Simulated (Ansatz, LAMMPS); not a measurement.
# Forces and charges in amorphous polyisobutylene (as short chains C22H46) at 580 K (136 atoms), part 2 of 2

What does DFT give for amorphous polyisobutylene (as short chains C22H46) at 580 K (136 atoms) as built?

Ansatz 0.2.0; Kohn-Sham DFT, r2SCAN+D3(BJ), PAW (set soft_2), plane waves.

The cell: 44 C and 92 H. The network of contacts between molecules at the start is that of the classical potential that made the cell. The density was typed from a rule of thumb and may lie off the real one at this temperature. Sampling is at Γ alone, for a cell whose shortest periodic width is 11 Å.

So far. Step 3 (Plane-wave single point): Between -16 and -14 eV lie 16 more states.

### Step 3. Plane-wave single point (continued)

Electrostatic potential energy in the ac plane at fractional y = 0.244, with atoms of C and H within 0.2 Å of it. With pseudopotentials it is smooth inside the atoms' cores, unlike the true potential.

Ten even steps from '_' (-41 eV) to '@' (4 eV), each cell a mean:
```
@@@@@@@@@@@@@@@@@@@@@@@@@@@@@@@@@@@@@@@@%%@@@@@@@@@@@@@@@@@@@@@@
@@@@@@@@@@@@@@@@@@@@@@@@@@@@@@@@@@@@@@**..==@@@@@@@@@@@@@@@@@@@@
@@@@@@@@@@@@@@@@@@@@@@@@@@@@@@@@@@@@@@##::::**%%@@@@@@@@@@@@@@@@
@@@@@@@@@@@@@@@@@@@@@@@@@@@@@@@@@@@@@@++______****%%@@@@@@@@@@@@
@@@@@@@@@@@@@@@@@@@@@@@@@@%%####%%@@%%**..__::++==%%@@@@@@@@@@@@
%%@@%%@@@@@@@@@@@@@@@@@@@@##::::**%%########%%@@@@@@@@@@%%++==##
####**%%@@@@@@@@@@@@@@@@@@##::::**%%####%%%%@@@@@@@@@@@@@@++==**
%%%%%%@@@@@@@@@@@@@@@@@@@@%%####%%@@@@%%****##@@@@@@@@@@@@@@%%%%
@@@@@@@@@@@@@@@@@@@@@@@@@@%%%%@@@@@@@@##::__==%%@@@@@@@@@@@@@@@@
%%@@@@@@@@@@@@@@@@@@@@@@@@@@@@@@@@@@@@%%++--**%%@@@@@@@@@@@@%%##
==####%%@@@@@@@@@@@@@@@@@@@@@@@@@@@@@@@@%%%%%%@@@@@@@@@@@@**..__
::--..**@@@@@@@@@@@@@@@@@@@@@@@@@@@@@@@@@@@@@@@@@@@@@@@@@@++____
##%%##%%@@@@@@@@@@@@@@@@@@@@@@@@@@@@@@@@%%%%%%@@@@@@@@@@%%**++==
@@@@@@@@@@@@@@@@@@@@@@@@@@@@@@@@@@@@@@@@%%%%**++%%@@@@@@##++%%@@
@@@@@@@@@@@@@@@@@@@@@@@@@@@@@@@@@@@@@@@@@@%%==..##@@@@@@@@@@@@@@
@@@@@@@@@@@@@@@@@@@@%%@@@@@@@@@@@@@@@@@@@@@@@@%%@@@@@@@@@@@@@@@@
@@@@@@@@@@@@@@@@%%==::##@@@@@@@@@@@@@@@@@@@@@@@@@@@@@@@@@@@@@@@@
@@@@@@@@%%%%@@@@%%##**%%@@@@@@@@@@@@@@@@@@@@@@@@@@@@@@@@@@@@@@@@
@@@@@@%%++==**%%@@@@@@@@@@@@@@@@@@@@@@@@@@@@@@@@@@@@@@@@@@@@@@@@
@@@@@@**____::##@@@@@@@@@@@@@@@@@@@@@@@@@@@@@@@@@@@@@@@@@@@@@@@@
@@@@@@##--..==##%%@@@@@@@@%%@@@@@@@@@@@@@@@@@@@@@@@@@@@@%%##%%@@
@@@@@@@@%%**::__::##****++..++@@@@@@@@@@@@@@@@@@@@@@@@##..__::##
@@@@@@@@@@**______**++==****%%@@@@@@@@@@@@@@@@@@@@**--==______**
@@@@@@@@@@%%++--++%%%%##%%@@@@@@@@@@@@@@@@@@@@@@@@++::**++==++%%
```
Columns run along a (11.2 Å; values clipped at the 3rd and 97th percentile), rows up along c (11.2 Å). Atoms in or near the plane, at fractional coordinates: C at (0.23, 0.06), C at (0.91, 0.06), H at (0.42, 0.09), H at (0.31, 0.30), H at (0.81, 0.03), C at (0.97, 0.52), C at (0.66, 0.83), H at (0.07, 0.51), H at (0.72, 0.40), H at (0.64, 0.92).

Valence density in the ac plane at fractional y = 0.244, with atoms of C and H within 0.2 Å of it. It is the smooth field of the valence electrons, not physical close to the nuclei.

Ten even steps from '_' (0.0 e/Å³) to '@' (1.9 e/Å³), each cell a mean:
```
____________......______________________....________..........__
______________________________________::##++..__________________
____________________________________..==@@@@==::..______________
____________________________..______..==%%@@%%**==..____________
__________________________::====::..::++%%%%##**==..______......
::....__________________..==%%%%==----====--::....______..++**==
----::..________________..--****==::::----::..__________..++##++
::::..__________________..::==--......--====::..__________..::::
__________________________......____..--**%%**::..__________....
....__________________________________::++##++::__________..----
++==::..______________________________..::--::..________..--##%%
%%##**::________________________________......__________..==%%%%
----::..______________________________....::::..________::++**++
______________________________________..::--++++::______::----..
______________________________________....::++**::________..____
__________________....______________________....________________
______________..::++++..________________________________________
____............::----..________________________________________
____..--++++==::....____________________________________________
____..==%%%%**--..______________________________________....____
____..::++%%%%++::......::::..________________________..--==::..
________::++%%%%**====++####--______________________..==##%%**::
..______..==%%@@%%**++++**++::____________________::**##%%%%%%==
..________::++##++--::::::..______________________::++++++++++--
```
Columns run along a (11.2 Å), rows up along c (11.2 Å). Atoms in or near the plane, at fractional coordinates: C at (0.23, 0.06), C at (0.91, 0.06), H at (0.42, 0.09), H at (0.31, 0.30), H at (0.81, 0.03), C at (0.97, 0.52), C at (0.66, 0.83), H at (0.07, 0.51), H at (0.72, 0.40), H at (0.64, 0.92).

Mean Löwdin charges: C -0.29, H +0.17 e (they miss 1.2 % of the electrons, so they add up to more than the cell's charge). The largest share in the top eV of filled states is C p (74 % of the projected weight), and in the lowest eV of empty states H s (60 % of the projected weight).

### Step 4. Local order

These statistics describe the geometry on which the runs were made.

Density 0.728 g/cm³, 10.42 Å³ an atom.

g(r), total and by pair (bins of 0.2 Å):

```
r (Å)  total   H-H    H-C   C-C
 0.90   0.19  0.00   0.44  0.00
 1.10   4.52  0.00  10.30  0.00
 1.30   0.00  0.00   0.00  0.00
 1.50   1.11  0.38   0.00  8.96
 1.70   1.25  2.42   0.00  1.32
 1.90   0.54  1.10   0.07  0.00
 2.10   1.19  0.57   2.12  0.00
 2.30   1.27  1.18   1.47  0.86
 2.50   1.33  1.08   0.94  3.96
 2.70   1.36  0.83   1.95  1.23
 2.90   1.06  0.84   1.44  0.42
 3.10   0.87  0.91   0.83  0.84
 3.30   0.91  0.88   0.99  0.79
 3.50   1.23  1.11   1.38  1.10
 3.70   0.90  1.25   0.65  0.42
 3.90   0.82  1.19   0.47  0.64
 4.10   0.86  0.96   0.84  0.49
 4.30   0.91  1.04   0.89  0.44
 4.50   0.97  0.97   0.98  0.94
 4.70   0.90  0.82   0.92  1.13
 4.90   0.96  0.90   1.05  0.83
 5.10   0.92  0.98   0.93  0.60
 5.30   0.99  0.97   1.06  0.83
 5.50   0.95  1.01   0.89  0.94
```

Bonds by pair of elements; cutoffs follow the first minimum of g(r), held within bounds set by covalent radii, and pairs that aren't listed don't count as bonded:

```
pair A-B  cutoff (Å)  bonds  mean length (Å)  spread (Å)  shortest (Å)  B about A  A about B
     H-C        1.34     92             1.09       0.046         0.961          1       2.09
     C-C        1.85     42             1.54       0.044          1.43       1.91       1.91
```

How many atoms have how many bonded neighbours:

```
element  mean   1   4
      C     4   0  44
      H     1  92   0
```

Bond angles (no mean is given where the spread exceeds 20°):

```
angle  count  mean (°)  spread (°)
C-C-H    112       110         5.7
H-C-H     82       106         6.5
C-C-C     70       112         8.2
```

Counting bonds as in the table, all C atoms have 4 and all H atoms have 1 bonded neighbour. The C-C-H angle averages 110° with a spread of 6°.

A closer look about H120, which bears the longest force: 9 atoms, nearest first, numbered in the order of the input, with positions taken from that point.

```
atom      x      y      z  distance (Å)  bonds  Löwdin charge (e)     Fx     Fy  Fz (eV/Å)
H120   0.00   0.00   0.00          0.00      1               0.23   5.86   1.10       2.41
 C84  -0.90  -0.03  -0.34          0.96      4              -0.53  -5.67  -0.94      -0.85
H121  -0.92  -1.04  -0.66          1.53      1               0.20  -0.59  -1.32      -0.81
H122  -1.04   0.60  -1.21          1.70      1               0.18  -0.04   0.23       0.03
 C83  -1.98   0.17   0.80          2.14      4               0.10   1.15   0.97      -2.12
H119  -0.58   1.44   1.60          2.23      1               0.19   2.73  -0.30       0.99
 C82  -1.60   1.49   1.52          2.66      4              -0.31  -3.24   0.62       0.13
 C85  -1.96  -0.90   1.88          2.86      4              -0.48   0.10  -0.57       1.23
H110  -0.19   2.86  -0.12          2.87      1               0.19   2.83  -0.74       0.81
```

The column of bonds counts only the pairs H-C within 1.34 Å, C-C within 1.85 Å; other neighbours, such as metal atoms beside each other in a compound, aren't counted, and periodic images can show an atom twice.

### Step 5. Outcome

```json
{
 "free energy per atom": "-92.3084 eV/atom",
 "pressure": "1.269 GPa",
 "r.m.s. force component": "1.267 eV/Å",
 "gap (highest filled to lowest empty level)": "5.582 eV",
 "wall time of the 1 DFT run": "20 s"
}
```

Between filled and empty levels lie 5.58 eV (at Γ alone); a semilocal functional tends to put such gaps too low. In a disordered cell it changes from sample to sample, and tail or defect levels can set it. Counting bonds as in the table, all C atoms have 4 and all H atoms have 1 bonded neighbour.

Caveats: The force components of 1.3 eV/Å r.m.s. come partly from thermal motion and partly from the difference between the classical potential and DFT, above all in bond lengths inside molecules. The pressure of a single frame lacks the kinetic term.

[Logs are printed without paths, hosts, clocks, repeated set-up lines and the standing remarks that a program may print on its own settings, such as how far it seeks lower states.]

[Hosts, paths, dates, database ids (printed as entryN), source tags and the programs' standing remarks are cut or masked in the printed files.]
